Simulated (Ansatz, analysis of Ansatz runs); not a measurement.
# How often does Cl try the jump in CsLi2Cl3 (Immm)?

Aim: the prefactor of a hop in CsLi2Cl3 (Immm) (V_Cl hop (3.8 Å), charge 0) from the modes of the moving atom at the start and at the top of a path found beforehand. Model: a cell of 72 host atoms with 1 Cl taken out.

Calculated with Ansatz 0.2.0; plane-wave PAW DFT, PBEsol; finite-difference force constants of the moving atom alone.

## (1) Starting point

The cell holds 71 atoms: 12 Cs, 24 Li and 35 Cl. Cell: a = 13.503 Å, b = 11.191 Å, c = 12.249 Å, α = 90.0°, β = 90.0°, γ = 66.3°. It derives from CsLi2Cl3 (space group Immm). Nearest the centre at fractional (0.708, 0.375, 0.615): Li58 at 1.66 Å, Cl69 at 1.90 Å, Cs51 at 2.94 Å, Cs27 at 2.95 Å, Cl64 at 3.16 Å, Cl40 at 3.18 Å, Li31 at 3.51 Å, Li55 at 3.51 Å.

The cell's shortest repeat is 11.2 Å.

## (2) Vibrations of the moving atom at the start point

Harmonic transition-state theory takes the prefactor from the modes at the minimum and at the top. Only the moving atom is displaced, by 0.02 Å, which takes six displaced runs and a reference; the host's atoms are held.

Input file q0_M1.start.modes/input.yaml:

```yaml
crystal:
  lattice:
    - [13.50322694, 0.0, 0.0]
    - [4.50107565, 10.24633985, 0.0]
    - [0.0, 0.0, 12.2489163]
  atoms:
    - { symbol: Cs, position: [-0.00010824, 0.00035621, 0.49958287] }
    - { symbol: Cs, position: [0.08420867, 0.24895706, -0.00027137] }
    - { symbol: Cs, position: [0.16676593, 0.49996823, 0.5006496] }
    - { symbol: Cs, position: [0.24923842, 0.75104117, -0.00022349] }
    - { symbol: Li, position: [0.00033659, -0.00210088, 0.80752311] }
    - { symbol: Li, position: [0.08360494, 0.25041866, 0.30777978] }
    - { symbol: Li, position: [0.16700664, 0.49963503, 0.80759121] }
    - { symbol: Li, position: [0.24951306, 0.75025351, 0.30767232] }
    - { symbol: Li, position: [-0.0004354, 0.00092257, 0.19271241] }
    - { symbol: Li, position: [0.08281068, 0.25078392, 0.69295795] }
    - { symbol: Li, position: [0.16669761, 0.49994555, 0.19295187] }
    - { symbol: Li, position: [0.25035499, 0.74941306, 0.69298766] }
    - { symbol: Cl, position: [0.0005671, 0.50010688, 0.27380471] }
    - { symbol: Cl, position: [0.0829206, 0.75016723, 0.77244701] }
    - { symbol: Cl, position: [0.16659103, -1.02e-06, 0.27262288] }
    - { symbol: Cl, position: [0.25040716, 0.24965956, 0.77254168] }
    - { symbol: Cl, position: [0.00061067, 0.49967122, 0.72834309] }
    - { symbol: Cl, position: [0.08311288, 0.75036234, 0.22689736] }
    - { symbol: Cl, position: [0.16645629, -7.18e-06, 0.72995609] }
    - { symbol: Cl, position: [0.24995064, 0.24975902, 0.22710915] }
    - { symbol: Cl, position: [-0.00133329, 0.00152041, -0.00034113] }
    - { symbol: Cl, position: [0.08385415, 0.24948883, 0.50056857] }
    - { symbol: Cl, position: [0.1667104, 0.50010525, 0.00023733] }
    - { symbol: Cl, position: [0.2494953, 0.7505042, 0.50051426] }
    - { symbol: Cs, position: [0.33337371, -0.00026105, 0.49951789] }
    - { symbol: Cs, position: [0.41653147, 0.24982098, 4.151e-05] }
    - { symbol: Cs, position: [0.49989488, 0.50064279, 0.50032635] }
    - { symbol: Cs, position: [0.58459604, 0.74708345, 0.00074052] }
    - { symbol: Li, position: [0.33312891, 0.00121283, 0.8076496] }
    - { symbol: Li, position: [0.41618047, 0.25038802, 0.30742906] }
    - { symbol: Li, position: [0.50070552, 0.50034042, 0.80895611] }
    - { symbol: Li, position: [0.583653, 0.74939842, 0.30705132] }
    - { symbol: Li, position: [0.33362509, -0.00080057, 0.19277789] }
    - { symbol: Li, position: [0.41629724, 0.25235835, 0.69258326] }
    - { symbol: Li, position: [0.49916283, 0.50003039, 0.19370881] }
    - { symbol: Li, position: [0.58080457, 0.75865251, 0.69207105] }
    - { symbol: Cl, position: [0.3327348, 0.50016412, 0.2734999] }
    - { symbol: Cl, position: [0.42039299, 0.74670724, 0.76970486] }
    - { symbol: Cl, position: [0.50004068, 8.693e-05, 0.27270189] }
    - { symbol: Cl, position: [0.58406576, 0.25409724, 0.77140788] }
    - { symbol: Cl, position: [0.33303296, 0.50053066, 0.72851832] }
    - { symbol: Cl, position: [0.41637202, 0.75008612, 0.22824692] }
    - { symbol: Cl, position: [0.50045027, 0.00189485, 0.72729723] }
    - { symbol: Cl, position: [0.58301044, 0.25020055, 0.22788444] }
    - { symbol: Cl, position: [0.33457563, -0.0012252, -0.00023062] }
    - { symbol: Cl, position: [0.41665846, 0.25003655, 0.50020319] }
    - { symbol: Cl, position: [0.49706964, 0.50064597, 0.00140522] }
    - { symbol: Cl, position: [0.58382104, 0.749374, 0.50015263] }
    - { symbol: Cs, position: [0.66663169, -0.0002262, 0.49749965] }
    - { symbol: Cs, position: [0.74876172, 0.25317225, 0.00048476] }
    - { symbol: Cs, position: [0.83340018, 0.49928159, 0.50083379] }
    - { symbol: Cs, position: [0.91661583, 0.75046946, -0.00040706] }
    - { symbol: Li, position: [0.66631468, 0.00088019, 0.80761911] }
    - { symbol: Li, position: [0.7496991, 0.25060493, 0.30690919] }
    - { symbol: Li, position: [0.83306615, 0.4995941, 0.80900614] }
    - { symbol: Li, position: [0.91704394, 0.74971836, 0.30731636] }
    - { symbol: Li, position: [0.66665167, 4.918e-05, 0.19233434] }
    - { symbol: Li, position: [0.75208933, 0.24207019, 0.69192481] }
    - { symbol: Li, position: [0.83439972, 0.49990249, 0.19375429] }
    - { symbol: Li, position: [0.91688927, 0.74751847, 0.69246666] }
    - { symbol: Cl, position: [0.66674543, 0.50027088, 0.2724586] }
    - { symbol: Cl, position: [0.74908138, 0.74532888, 0.77098373] }
    - { symbol: Cl, position: [0.83316535, 0.00021395, 0.27262445] }
    - { symbol: Cl, position: [0.91266188, 0.25395376, 0.76908737] }
    - { symbol: Cl, position: [0.75020128, 0.75022202, 0.22801542] }
    - { symbol: Cl, position: [0.83278205, -0.00187494, 0.72730142] }
    - { symbol: Cl, position: [0.91686007, 0.25006138, 0.22835127] }
    - { symbol: Cl, position: [0.66653857, 0.00021511, -0.00058929] }
    - { symbol: Cl, position: [0.74920399, 0.25033019, 0.49996816] }
    - { symbol: Cl, position: [0.83652335, 0.49940094, 0.0015062] }
    - { symbol: Cl, position: [0.916692, 0.74993674, 0.50014264] }
  symmetry: { detect: false }
basis:
  ecutwfc: 420
  xc_grid: 2
hamiltonian:
  xc: pbesol
kpoints:
  mp_grid: { grid: [1, 1, 1], shift: [0.25, 0.25, 0.25] }
magnetization:
  spin_polarized: true
  initial_magnetization: 1
  spin_locking: { lock_magnetization: hard }
scf:
  occupations: { method: fixed }
  max_iter: 100
phonons:
  supercell: [1, 1, 1]
  displaced_sites: [68]
  amplitude: 0.02
```

Command:

```sh
ansatz run input.yaml --threads 32 --pin off --max-ram 84787MiB --backend cuda --events-out ev --progress --plain --runs-dir out --max-vram 78GiB
```

Numbers of over 12 decimals in the logs are rounded to 6 here.

The log of the run:

```text
[... repeated set-up lines and file paths are left out, and long positions are rounded to six places ...]
Engine: ansatz 0.2.0, aarch64-unknown-linux-gnu
Pseudopotentials: kind: paw
Pseudopotential: Cs, paw, valence charge 9, recommended cutoff 420 eV (normal), Cs.paw.azcp
Pseudopotential: Li, paw, valence charge 3, recommended cutoff 420 eV (normal), Li.paw.azcp
Pseudopotential: Cl, paw, valence charge 7, recommended cutoff 420 eV (normal), Cl.paw.azcp
Functional definition: PBEsol
  exchange = pbesol_x
  correlation = pbesol_c
Crystal: 71 atoms, lattice volume = 1694.744 Å³
Basis set: ecut = 420 eV, 33169 PW (Γ), exchange–correlation on 192×150×180 points (8 copies of the dense FFT grid, shifted against one another)
Bands: 284, of which v1, the nominal top of the filled ones, is band 213 counted from 1 (212 counted from 0)
Symmetry: 1 space group operations
k-points: 1
Non-local potential: Cs, projectors of the file, l = 0: 3, l = 1: 2, l = 2: 2, l = 3: 2
Non-local potential: Li, projectors of the file, l = 0: 3, l = 1: 2, l = 2: 1
Non-local potential: Cl, projectors of the file, l = 0: 2, l = 1: 2, l = 2: 2
PAW form: soft (Blöchl's): semilocal exchange-correlation on the pseudo side does not see the compensation charge
PAW frozen core: Cs, regenerated for the run's functional, and the local potential with it (the file was generated under x = pbe(κ = 0.804, μ = 0.219515), c = pbe(β = 0.066725))
PAW frozen core: Cl, regenerated for the run's functional, and the local potential with it (the file was generated under x = pbe(κ = 0.804, μ = 0.219515), c = pbe(β = 0.066725))
PAW one-centre angular grid: Cs, 194 points (default); XC on 64 Gauss nodes
PAW one-centre angular grid: Li, 110 points (default); XC on 64 Gauss nodes
PAW one-centre angular grid: Cl, 110 points (default); XC on 64 Gauss nodes
Initial density: superposition of atomic densities (chi_scale 0.1, normalization cell, long waves kept (reshape's long-wave potential 0.17 eV rms))
Starting moments: Σ|m| = 1 μB on 71 of 71 sites
Initial wavefunctions: pseudopotential atomic-orbital guess
[...]
Functional: x = pbesol(κ = 0.804, μ = 0.123457), c = pbesol(β = 0.046)
SCF 1 converged in 9 iterations: F = -109160.716508 eV  dr2 = 2.35e-8
  greatest PAW one-centre occupation: 1.000 electrons in one spin orbital (limit 2), on the Li atom at site 35 (counted from 0), in its partial waves of l = 0
a single point of the input's cell can leave the moments in the input for a lower state (scf.lower_state_search): this run first made a single point of its cell. [...]
[...]
Stability of the state it starts from, as read at its close in the collinear treatment: not read negative (Ritz values of 1 − χ₀K, real part plus size of imaginary part, from 0.97 to 1.1, by its mixing steps under no symmetry); [...]
Starting moments: Σ|m| = 1 μB on 71 of 71 sites; this step starts from the density that it was given
[...]
iter 1 solved again at ethr=2.51e-8 eV; its pass at ethr=3.10e-3 eV (dr2=1.06e-4 eV) is discarded
SCF iter   1: F=—  HF=-109160.716079 eV  |F-HF|=—  |Δ(HF+E_count)|=         —  Δρ=5.10e-7 (↑5.03e-7 ↓5.10e-7)  dr2=2.48e-8  dr2_m=2.56e-10  M=1.000 μB ∫|m|=1.023 μB  β_m=0.30  ethr=2.51e-8  ⟨swp⟩=5.0  Hψ=3509  notcnv=0  defer=138
preconditioner: auto → Resta (q_TF=auto, 2.167 Å⁻¹)  ε∞=3.3  [insulator: Δε(μ)=1.539 eV  Ē_g=9.929 eV  n_scr=310 (ndim 8)  ℏωp=15.2 eV  f_vac=0.002  ε∞_Penn≈3.3]
spin=Collinear: Resta preconditioning applied to the charge; magnetization (m = ρ↑ − ρ↓) channel mixes plain (no charge-response kernel on spin).
SCF iter   2: F=—  HF=-109160.716508 eV  |F-HF|=—  |Δ(HF+E_count)|=   4.29e-4  Δρ=3.18e-7 (↑3.01e-7 ↓3.18e-7)  dr2=1.05e-8  dr2_m=3.86e-11  M=1.000 μB ∫|m|=1.023 μB  β_m=0.52  ethr=5.83e-12  ⟨swp⟩=3.0  Hψ=1095  notcnv=0  defer=138
[...]
SCF iter   4: F=-109160.716508 eV  HF=-109160.716508 eV  |F-HF|=3.06e-10  |Δ(HF+E_count)|=   1.02e-9  Δρ=5.68e-8 (↑5.68e-8 ↓5.37e-8)  dr2=3.99e-10  dr2_m=4.99e-12  M=1.000 μB ∫|m|=1.023 μB  ethr=1.00e-12  ⟨swp⟩=21.0  Hψ=4433  notcnv=0
SCF 2 converged in 4 iterations: F = -109160.716508 eV  dr2 = 3.99e-10
[...]
SCF 3 converged in 7 iterations: F = -109160.716248 eV  dr2 = 3.39e-11
[...]
SCF 4 converged in 5 iterations: F = -109160.716119 eV  dr2 = 1.86e-11
[...]
SCF 5 converged in 7 iterations: F = -109160.716069 eV  dr2 = 5.47e-11
[...]
SCF 6 converged in 5 iterations: F = -109160.716081 eV  dr2 = 3.83e-11
[...]
SCF 7 converged in 7 iterations: F = -109160.715798 eV  dr2 = 6.24e-11
[...]
SCF 8 converged in 5 iterations: F = -109160.715567 eV  dr2 = 3.68e-11
SCF converged after 4 iterations
[...]
k-point 0 ↓: bands = ["-40.9554", "-40.9455", "-40.9442", "-40.9266", [... 48 left out ...] "-10.7263", "-10.6943", "-10.6901", "-10.6797"]
--- Phonons: 6 displaced members + reference (amplitude 0.02 Å, Σ member SCF iterations 36) ---
  symmetry images taken by strict's conditions (phonons.symmetry_images: auto; settled by no image being taken that strict refuses)
  force constants formed among 1 of 71 sites (Cl 68); the other 70 at rest. The modes move the named sites alone.
  the frequencies, the zero-point energy and the sums are of the block with the acoustic sum rule laid on its rows. Row sums over every site: 8.3e-5 eV/Å² at the most
  transpose residual: 8.7e-5 eV/Å²
  largest component of a force at the reference: 5.8e-3 eV/Å on a named site, 1.9e-2 eV/Å on a site at rest
  frequencies among the named sites at Γ of the cell (cm⁻¹): 111.50 128.44 178.23
  unstable modes among the named sites: 0
  frequencies as built, with no sum rule (cm⁻¹): 111.50 128.44 178.23
  zero-point energy: 0.025923 eV/cell   skipped modes (ω ≤ 0): 0
  not written: the harmonic force-constant file, the file of eigenvectors (these modes' are written with the force constants), the density of states and the dispersion, which are of every site
```

Wall time 6 s (1 × NVIDIA GB200 with 32 threads of Arm Neoverse V2, shared host); peak memory 2.9 GiB; 27 s of CPU time.

Numbers from this step:

- free energy: -109160.7165 eV
- total moment: 1 μB
- integral of the absolute spin density: 1.023 μB
- spin contamination: 9.74e-4
- frequencies of moving atom: 111.5, 128.4, 178.2 cm⁻¹ (negative: imaginary)

The three modes are 112, 128 and 178 cm⁻¹: all real, a minimum for this atom with the others held.

## (3) Vibrations of the moving atom at the top of the path

The same at the top, where the mode along the path should be imaginary.

Input file q0_M1.top.modes/input.yaml:

```yaml
crystal:
  lattice:
    - [13.50322694, 0.0, 0.0]
    - [4.50107565, 10.24633985, 0.0]
    - [0.0, 0.0, 12.2489163]
  atoms:
    - { symbol: Cs, position: [-0.01082173, 0.02027296, 0.50427299] }
    - { symbol: Cs, position: [0.08761829, 0.2432164, 0.00502177] }
[... 24 atom lines left out ...]
    - { symbol: Cs, position: [0.48171507, 0.52076301, 0.48284752] }
[... 3 atom lines left out ...]
    - { symbol: Li, position: [0.50345524, 0.49047064, 0.80435638] }
[... 4 atom lines left out ...]
    - { symbol: Li, position: [0.57914766, 0.76629747, 0.68640383] }
[... 3 atom lines left out ...]
    - { symbol: Cl, position: [0.58032283, 0.24482716, 0.79076294] }
[... 7 atom lines left out ...]
    - { symbol: Cl, position: [0.5847013, 0.75529263, 0.49620875] }
[... 2 atom lines left out ...]
    - { symbol: Cs, position: [0.83894517, 0.51607009, 0.48326302] }
[... 2 atom lines left out ...]
    - { symbol: Li, position: [0.74482536, 0.26226084, 0.30443291] }
    - { symbol: Li, position: [0.83758561, 0.48759783, 0.80500734] }
[... 2 atom lines left out ...]
    - { symbol: Li, position: [0.75666828, 0.22612181, 0.72647882] }
[... 5 atom lines left out ...]
    - { symbol: Cl, position: [0.92417298, 0.24052252, 0.78545448] }
[... 1 atom line left out ...]
    - { symbol: Cl, position: [0.83149633, -0.0059796, 0.73128995] }
[... 2 atom lines left out ...]
    - { symbol: Cl, position: [0.70311823, 0.38625415, 0.60824687] }
[... 1 atom line left out ...]
    - { symbol: Cl, position: [0.91956186, 0.76163379, 0.49929272] }
  symmetry: { detect: false }
basis:
  ecutwfc: 420
  xc_grid: 2
hamiltonian:
  xc: pbesol
kpoints:
  mp_grid: { grid: [1, 1, 1], shift: [0.25, 0.25, 0.25] }
magnetization:
  spin_polarized: true
  initial_magnetization: 1
  spin_locking: { lock_magnetization: hard }
scf:
  occupations: { method: fixed }
  max_iter: 100
phonons:
  supercell: [1, 1, 1]
  displaced_sites: [68]
  amplitude: 0.02
```

The log of the run:

```text
[...]
Crystal: 71 atoms, lattice volume = 1694.744 Å³
Basis set: ecut = 420 eV, 33169 PW (Γ), exchange–correlation on 192×150×180 points (8 copies of the dense FFT grid, shifted against one another)
Bands: 284, of which v1, the nominal top of the filled ones, is band 213 counted from 1 (212 counted from 0)
[... 1 set-up line as in the run before ...]
k-points: 1
[...]
Starting moments: Σ|m| = 1 μB on 71 of 71 sites
[...]
SCF 1 converged in 12 iterations: F = -109159.484968 eV  dr2 = 1.17e-9
[...]
SCF iter   1: F=—  HF=-109159.484541 eV  |F-HF|=—  |Δ(HF+E_count)|=         —  Δρ=2.51e-7 (↑2.51e-7 ↓2.42e-7)  dr2=2.54e-9  dr2_m=2.46e-11  M=1.000 μB ∫|m|=1.053 μB  β_m=0.30  ethr=1.33e-7  ⟨swp⟩=4.5  Hψ=3343  notcnv=0  defer=138
eigensolver tolerance schedule: the retry pair's looser diagonalisation over-reported the residual by 222479.93 of it (diagonalisation noise at an unbounded share of the residual, at the tolerance the schedule requests for it); [...]
[...]
SCF 2 converged in 3 iterations: F = -109159.484968 eV  dr2 = 5.26e-10
[...]
SCF 3 converged in 8 iterations: F = -109159.484527 eV  dr2 = 2.71e-11
[...]
SCF 4 converged in 5 iterations: F = -109159.484412 eV  dr2 = 3.71e-11
[...]
SCF 5 converged in 9 iterations: F = -109159.484520 eV  dr2 = 3.13e-11
[...]
SCF 6 converged in 6 iterations: F = -109159.484384 eV  dr2 = 4.56e-12
[...]
SCF 7 converged in 9 iterations: F = -109159.484593 eV  dr2 = 8.26e-11
[...]
SCF 8 converged in 5 iterations: F = -109159.484595 eV  dr2 = 3.85e-11
SCF converged after 3 iterations
[...]
transpose residual: 2.6e-4 eV/Å²
[...]
frequencies among the named sites at Γ of the cell (cm⁻¹): -113.31 138.22 216.71
  unstable modes among the named sites: 1
  frequencies as built, with no sum rule (cm⁻¹): -113.31 138.22 216.71
  zero-point energy: 0.022003 eV/cell   skipped modes (ω ≤ 0): 1, of them read as no rigid motion or as one in doubt: 1 (1.000e0 modes/cell left out, lowest -113.31 cm⁻¹)
[...]
```

Run time: 6.1 s. Hardware: 1 × NVIDIA GB200 with 32 threads; peak memory 2.8 GiB; 30 s of CPU time.

Read from the output:

| Property | Result |
| --- | --- |
| free energy | -109159.4850 eV |
| total moment | 1 μB |
| integral of the absolute spin density | 1.053 μB |
| spin contamination | 0.002139 |
| frequencies of moving atom | -113.3, 138.2, 216.7 cm⁻¹ (negative: imaginary) |

The three modes are 113i, 138 and 217 cm⁻¹: one imaginary, a saddle of first order for this atom with the others held.

## (4) Attempt frequency and hop rate

Analysis of the runs above: harmonic transition-state theory from the moving atom's modes alone (Vineyard), PBEsol.

It gives:

```
attempt frequency : 2.555 THz
```

The hop rate by temperature:

```csv
temperature (K),hop rate (1/s)
200,2.4e-19
300,5.2e-9
400,7.8e-4
600,116
800,44562
1000,1.6e6
```

## (5) What came out

- attempt frequency (attempt frequency and hop rate): 2.55 THz

**Reading.** The attempt frequency, the product of the three frequencies at the start over that of the two real ones at the top (Vineyard), is 2.6 THz. With the barrier of 1.23 eV it gives 1.2e+02 hops a second at 600 K along this one path; equivalent neighbouring sites multiply that. The host's atoms were held, though they move along the path too, so the prefactor is rough. Limits: one k-point off the zone centre stands for the whole zone; PBEsol makes the gap too small and tends to spread out bound carriers; spin–orbit coupling, which can matter with heavy atoms, is left out.

[Logs are printed without paths, hosts, clocks, repeated set-up lines and the standing remarks that a program may print on its own settings, such as how far it seeks lower states.]

[Hosts, paths, dates, database ids (printed as entryN), source tags and the programs' standing remarks are cut or masked in the printed files.]
